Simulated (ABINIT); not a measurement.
# PbO (P4/nmm): how ε∞ follows the gap

The empty bands of PbO (P4/nmm) are shifted up rigidly by Δ, and ε∞ along x is computed for each shift. x, y and z are the Cartesian axes of the input cell.

Symmetry: P4/nmm, No. 129, tetragonal system. The conventional cell has a = 3.990 Å, b = 3.990 Å, c = 5.010 Å, α = 90.00°, β = 90.00°, γ = 90.00°. Pb on site c is surrounded by 4 O at 2.33 Å. Around O on site a lie 4 Pb at 2.33 Å.

Method: ABINIT 10.8.3, PBE, independent particles, k-mesh 8×8×7, Lorentzian half width 0.04 eV.

Launch of the response step: `optic optic.abi`. The series took 5.1 min in all, its band step included, on 4 threads of Intel(R) Xeon(R) Processor @ 2.70GHz, on a shared host.

| Δ (eV) | ε∞ along x |
| --- | --- |
| 0.00 | 7.316 |
| 0.40 | 6.836 |
| 0.80 | 6.432 |
| 1.20 | 6.086 |
| 1.60 | 5.785 |
| 2.00 | ? |

With one effective transition at E₀ and fixed dipole strength, ε∞ − 1 = A/(E₀ + Δ), so 1/(ε∞ − 1) is linear in Δ.

Working, on the rows shown:

| x = Δ (eV) | y = 1/(ε∞ − 1) |
| --- | --- |
| 0 | 0.158328 |
| 0.4 | 0.17135 |
| 0.8 | 0.184094 |
| 1.2 | 0.196618 |
| 1.6 | 0.208986 |

Means: x̄ = 0.8, ȳ = 0.18388. Σ(x − x̄)(y − ȳ) = 0.05063, Σ(x − x̄)² = 1.6. Slope = 0.05063 / 1.6 = 0.03165; intercept = ȳ − slope · x̄ = 0.15856. Turned back into ε∞ along x, the line misses the rows shown by at most 0.0092.

Q: Predict the last column of the withheld row from the fit.

A: At x = 2 the line gives y = 0.22185, that is 5.508. The run gave 5.522, so the extrapolation is off by 0.014, 0.8 % of the range in the table.

Refitted with all rows, the slope is 0.03139 and the intercept 0.15869. These give E₀ = intercept/slope = 5.1 eV, far above the least direct gap of 2.08 eV: most of the screening comes from transitions well over the edge. Over the first step ε∞ falls by 16 % per eV. The cell comes from an older database entry, whose edges can be off by a per cent or so. Excitons are left out and so are local fields. The values come from a sum over the points of one k-mesh and carry its error, which grows as the direct gap shrinks. Spin-orbit coupling is left out.
